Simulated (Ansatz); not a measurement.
# From HSE06 to G0W0: LiNbO3 (R3c), part 3 of 3

Wanted: the gap of LiNbO3 (R3c) with a many-body correction, and the time that it takes.

Ansatz 0.2.0; HSE06, then G0W0 on it, plane waves, PAW. Known limits of the many-body steps: finite bands, screening cutoff and k mesh; no spin-orbit coupling in G0W0.

So far. Step 2 (The starting point: HSE06): Over mesh and listed points the gap is 5.033 eV, from k = (-0.150, -0.150, -0.150) to k = (-0.381, 0.000, -0.619). The least direct gap found is 5.067 eV, at k = Γ. On the 4×4×4 mesh alone the same run gives 5.067 eV, so that mesh misses an edge of HSE06: 5.067 − 5.033 = +0.034 eV. Step 3 (The quasiparticle correction): Over all 13 irreducible mesh points the G0W0 gap is 5.669 eV, from k = Γ to k = (0.000, 0.250, -0.500).

In doubt: masses and optical values from hybrid runs of this build are listed as unsure (step 3), which bears on the screening that GW takes from such a start.

## 4. Spin-orbit coupling in HSE06

This run has two-component orbitals with spin-orbit coupling.

This step: DFT, HSE06 with spin-orbit coupling, plane waves, PAW; PAW set soft_1.

input.yaml

```yaml
crystal:
  lattice:
    - [2.5758, 1.4871388234, 4.623]
    - [-2.5758, 1.4871388234, 4.623]
    - [0.0, -2.9742776468, 4.623]
  atoms:
    - { symbol: Li, position: [0.2815, 0.2815, 0.2815] }
    - { symbol: Li, position: [0.7815, 0.7815, 0.7815] }
    - { symbol: Nb, position: [5.5e-05, 5.5e-05, 5.5e-05] }
    - { symbol: Nb, position: [0.500055, 0.500055, 0.500055] }
    - { symbol: O, position: [0.11231, 0.35836, 0.71959] }
    - { symbol: O, position: [0.71959, 0.11231, 0.35836] }
    - { symbol: O, position: [0.35836, 0.71959, 0.11231] }
    - { symbol: O, position: [0.21959, 0.85836, 0.61231] }
    - { symbol: O, position: [0.85836, 0.61231, 0.21959] }
    - { symbol: O, position: [0.61231, 0.21959, 0.85836] }
kpoints:
  mp_grid: { grid: [4, 4, 4] }
  band_path:
    path:
      - [0.0, 0.0, 0.0]
      - [-0.5, -0.5, -0.5]
      - [-0.5, -0.23565315, -0.76434685]
      - [-0.23565315, 0.23565315, -0.5]
      - [0.0, 0.0, -0.5]
      - [0.0, 0.36782657, -0.36782657]
      - [-0.36782657, 0.0, -0.63217343]
      - [-0.5, 0.0, -0.5]
      - [-0.15, -0.15, -0.15]
      - [-0.381043913, 0.0, -0.618956087]
    npoints: 1
hamiltonian:
  xc: hse06
  pseudopotentials: { kind: paw_fr, azcp: { folder: soft_1 } }
scf:
  occupations: { method: fixed }
  n_extra_bands: 14
magnetization:
  noncollinear: true
  spin_orbit: true
output:
  eigenvalues: true
```

The run is started by

```console
$ ansatz run input.yaml --threads 4 --pin off --max-ram 138240MiB --backend cuda --events-out ev --progress --plain --runs-dir out --devices 1 --max-vram 26GiB
```

Numbers of over 12 decimals in the logs are rounded to 6 here.

Output:

```text
[...]
GPUs: using 1 of 1 available (devices: 1).
[...]
non-collinear run that drives no moment, with spin-orbit: no starting moment large enough to seed its density (crystal.atoms[].spin), no starting occupations that ask for one, no magnetisation constraint and no magnetic field, so the semilocal B_xc is pinned to zero
[...]
GPU FFT provider: cuFFT
GPU libraries: cuBLAS 13.8.2, cuFFT 12.4.0, cuSOLVER 12.3.4
Crystal: 10 atoms, lattice volume = 106.252 Å³
Basis set: ecut = 420 eV, 2091 PW (Γ)
Bands: 82, of which v1, the nominal top of the filled ones, is band 68 counted from 1 (67 counted from 0)
Symmetry: 6 space group operations + 6 with time reversal
[...]
k-points: 13 of 64 (time reversal used)
Projection manifold: j_resolved (fully-relativistic pseudo-atomic orbitals)
[...]
GPU buffer pool allocated for 64000 grid points (all kernels)
[...]
SCF iter   1: F=—  HF=-12933.226953 eV  |F-HF|=—  |Δ(HF+E_count)|=         —  Δρ=9.53e-2  dr2=1.00e1  dr2_m=0.00e0 (ungated)  ethr=1.00e-1  |M|=0.00e0 ∫|m|=0.00e0 μB  |m|>n=0.0e0 m-floor=0.0e0 τ_xc=0.0e0  β_m=0.30  ⟨swp⟩=3.2  Hψ=4017  notcnv=0
[...]
SCF iter   6: F=-12931.551800 eV  HF=-12931.551862 eV  |F-HF|=6.24e-5  |Δ(HF+E_count)|=   2.47e-3  Δρ=4.62e-4  dr2=1.82e-4  dr2_m=0.00e0 (ungated)  ethr=5.43e-6  |M|=0.00e0 ∫|m|=0.00e0 μB  |m|>n=0.0e0 m-floor=0.0e0 τ_xc=0.0e0  ⟨swp⟩=4.2  Hψ=3579  notcnv=0
SCF 1 stopped early in 6 iterations: F = -12931.551800 eV  dr2 = 1.82e-4
[...]
GPU FFT provider: cuFFT
[...]
SCF iter   4: F=-12930.729060 eV  HF=-12930.729060 eV  |F-HF|=1.51e-8  |Δ(HF+E_count)|=   3.82e-8  Δρ=5.75e-6  dr2=2.42e-8  dr2_m=0.00e0 (ungated)  ethr=2.65e-10  |M|=0.00e0 ∫|m|=0.00e0 μB  |m|>n=0.0e0 m-floor=0.0e0 τ_xc=0.0e0  ⟨swp⟩=3.0  Hψ=2535  notcnv=0
SCF 3 converged in 4 iterations: F = -12930.729060 eV  dr2 = 2.42e-8
[...]
Magnetization: |M| = 0.0000 μB,  M = (+0.0000, +0.0000, +0.0000) μB
Absolute magnetization: 0.0000 μB (∫|m|)
  site 0: m = (+0.0000, +0.0000, +0.0000) μB, |m| = 0.0000 μB  (R = 0.85 Å)
  site 1: m = (+0.0000, +0.0000, +0.0000) μB, |m| = 0.0000 μB  (R = 0.85 Å)
  site 2: m = (+0.0000, +0.0000, +0.0000) μB, |m| = 0.0000 μB  (R = 0.77 Å)
  site 3: m = (+0.0000, +0.0000, +0.0000) μB, |m| = 0.0000 μB  (R = 0.77 Å)
  site 4: m = (+0.0000, +0.0000, +0.0000) μB, |m| = 0.0000 μB  (R = 0.77 Å)
  site 5: m = (+0.0000, +0.0000, +0.0000) μB, |m| = 0.0000 μB  (R = 0.77 Å)
  site 6: m = (+0.0000, +0.0000, +0.0000) μB, |m| = 0.0000 μB  (R = 0.77 Å)
  site 7: m = (+0.0000, +0.0000, +0.0000) μB, |m| = 0.0000 μB  (R = 0.77 Å)
  site 8: m = (+0.0000, +0.0000, +0.0000) μB, |m| = 0.0000 μB  (R = 0.77 Å)
  site 9: m = (+0.0000, +0.0000, +0.0000) μB, |m| = 0.0000 μB  (R = 0.77 Å)
Free energy (F): -12930.729060 eV
Frozen-core exchange: fock
[...]
Internal energy: -12930.729060 eV  (E = F + TS)
E sigma→0 (E₀):  -12930.729060 eV
Fermi energy:    6.135208 eV
[...]
--- Band table (eV; the first three rows and the last of 13) ---
  k-point 0: bands = [... 64 lower, 6.1165, 6.1165, 6.1352, 6.1352, 11.1769, 11.1769, 11.2039, 11.2039, ... 10 higher]
  k-point 1: bands = [... 64 lower, 5.9102, 5.9112, 6.0317, 6.0458, 11.2013, 11.2836, 11.3499, 11.3985, ... 10 higher]
  k-point 2: bands = [... 64 lower, 5.8774, 5.8774, 5.8879, 5.8879, 11.5104, 11.5104, 11.5434, 11.5434, ... 10 higher]
  k-point 12: bands = [... 64 lower, 5.7882, 5.7882, 5.7973, 5.7973, 12.3493, 12.3493, 12.3493, 12.3493, ... 10 higher]
```

Elapsed: 79 s, on 1 × NVIDIA H100 80GB HBM3 (shared by 3 runs) with 4 threads of AMD EPYC 7R13 (Zen 3), shared host; peak memory 2.5 GiB.

Numbers from this step:

```
gap                     : 4.988 eV
valence top at          : k = (-0.150, -0.150, -0.150)
conduction bottom at    : k = (-0.381, 0.000, -0.619)
least direct gap        : 5.042 eV
exact-exchange fraction : 0.25
```

Over mesh and listed points the gap is 4.988 eV, from k = (-0.150, -0.150, -0.150) to k = (-0.381, 0.000, -0.619). The least direct gap found is 5.042 eV, at k = Γ. On the 4×4×4 mesh alone the same run gives 5.025 eV, so that mesh misses an edge of HSE06+SOC: 5.025 − 4.988 = +0.037 eV. HSE06+SOC against HSE06: 4.988 − 5.033 = −0.045 eV, with the same mesh, set of files (read in its fully relativistic form for the spin-orbit run) and cutoff, and both edges at the same k points. The spin-orbit run sees mesh and listed points alone, so its gap is an upper bound: the coupling can move an edge off these points, the more so as this crystal has no centre of inversion, and the change over the zone, its sign included where it is small, is not known.

## 5. Side by side

Each gap is the least one over the points named; times are wall times on shared hosts, not benchmarks. A G0W0 time includes the run's own self-consistent start. Runs with listed points see these and the mesh alone, so an edge that moves elsewhere is missed.

```tsv
level	mesh	files, cutoff	bands summed, screening	points	gap (eV)	valence top	conduction bottom	least direct gap (eV)	time
HSE06	4×4×4	soft_1 PAW, 420 eV	-	mesh and listed points	5.033	(-0.150, -0.150, -0.150)	(-0.381, 0.000, -0.619)	5.067	23 s
HSE06+SOC	4×4×4	soft_1 PAW, 420 eV	-	mesh and listed points	4.988	(-0.150, -0.150, -0.150)	(-0.381, 0.000, -0.619)	5.042	79 s
G0W0@HSE06	4×4×4	hard PAW, 930 eV	665, 190 eV	all 13 irreducible mesh points	5.669	Γ	(0.000, 0.250, -0.500)	5.673	4 min
```

## 6. Summary of results

- HSE06 gap over mesh and listed points: 5.033 eV, from k = (-0.150, -0.150, -0.150) to k = (-0.381, 0.000, -0.619)
- G0W0@HSE06 gap over all 13 irreducible mesh points: 5.669 eV, from k = Γ to k = (0.000, 0.250, -0.500)
- HSE06+SOC gap over mesh and listed points: 4.988 eV
- GW settings: 4×4×4 mesh, 631 empty bands, screening to 190 eV, hard PAW files
- known limits: finite bands, screening cutoff and k mesh; no spin-orbit coupling in G0W0

What this shows: Over all 13 irreducible mesh points the G0W0 gap is 5.669 eV, from k = Γ to k = (0.000, 0.250, -0.500). The HSE06 gap of this run on the mesh is 5.062 eV. The two states that bound the G0W0 gap lie that far apart at the start, so the correction of the gap is 5.669 − 5.062 = +0.607 eV. The valence state moves by 6.055 − 6.137 = −0.082 eV and the conduction state by 11.724 − 11.199 = +0.525 eV, on the run's own scale; how far single levels stand from their limit in bands is not shown. Over mesh and listed points, HSE06 puts the valence top at k = (-0.150, -0.150, -0.150) and conduction bottom at k = (-0.381, 0.000, -0.619), where no G0W0 correction was computed. The G0W0 gap over the whole zone is therefore not known from this run; at its settings it can only be equal to or under the 5.669 eV found, and no correction is carried over from another point. For the start itself the gap is 5.033 eV over mesh and listed points and 5.062 eV on the mesh of the G0W0 run, in runs that differ in files (soft_1 PAW and hard PAW) and plane-wave cutoff (420 eV and 930 eV). No second run with other bands and screening cutoff is shown, so the distance to the basis limit is not known. On another start, G0W0@PBE runs of this series (4×4×4 mesh, hard PAW; not shown as steps) give 5.126 eV with 312 bands and 110 eV, 5.175 eV with 665 bands and 190 eV, 5.215 eV with 1104 bands and 270 eV and 5.241 eV with 1821 bands and 380 eV. G0W0 on other starts in this series, not shown as steps and not all at these settings: 5.175 eV on PBE (4×4×4, hard PAW, 665 bands, 190 eV) and 5.911 eV on PBE0 (4×4×4, hard PAW, 665 bands, 190 eV). HSE06+SOC against HSE06: 4.988 − 5.033 = −0.045 eV, with the same mesh, set of files (read in its fully relativistic form for the spin-orbit run) and cutoff, and both edges at the same k points. The spin-orbit run sees mesh and listed points alone, so its gap is an upper bound: the coupling can move an edge off these points, the more so as this crystal has no centre of inversion, and the change over the zone, its sign included where it is small, is not known. What spin-orbit coupling does to the G0W0 levels was not computed, so no sum with the G0W0 gap is formed. The G0W0 runs are scalar-relativistic. No pair of G0W0 runs that differ in the mesh alone is shown (4×4×4 is a supercell whose nearest images lie 21 Å apart), so the error from the mesh is not known here. G0W0 is shown with one set of atomic data (hard PAW), so the error from the files is not known here.

[Paths, hosts, dates, memory and timing lines, banners, echoed tables and standing remarks are left out of the program output.]

[Logs are printed without paths, hosts, clocks, repeated set-up lines and the standing remarks that a program may print on its own settings, such as how far it seeks lower states.]

[Runs of the session that timed out or met a known fault of the program may be left out.]

[Cells called generated may have been cut or substituted from an entry of the Crystallography Open Database or the Materials Project.]

[Hosts, paths, dates, database ids (printed as entryN), source tags and the programs' standing remarks are cut or masked in the printed files.]

[Where an RPA ε∞ is given, it is that of the G0W0 mesh and is not shown converged in it. Names of k-points follow the symmetry that the program found, which can be lower than the space group named. Band edges on a path are those of the sampled points; other points can move an edge, and change direct to indirect where valleys lie close.]

[Hybrid gaps are those of their k-mesh and are not shown converged in it.]
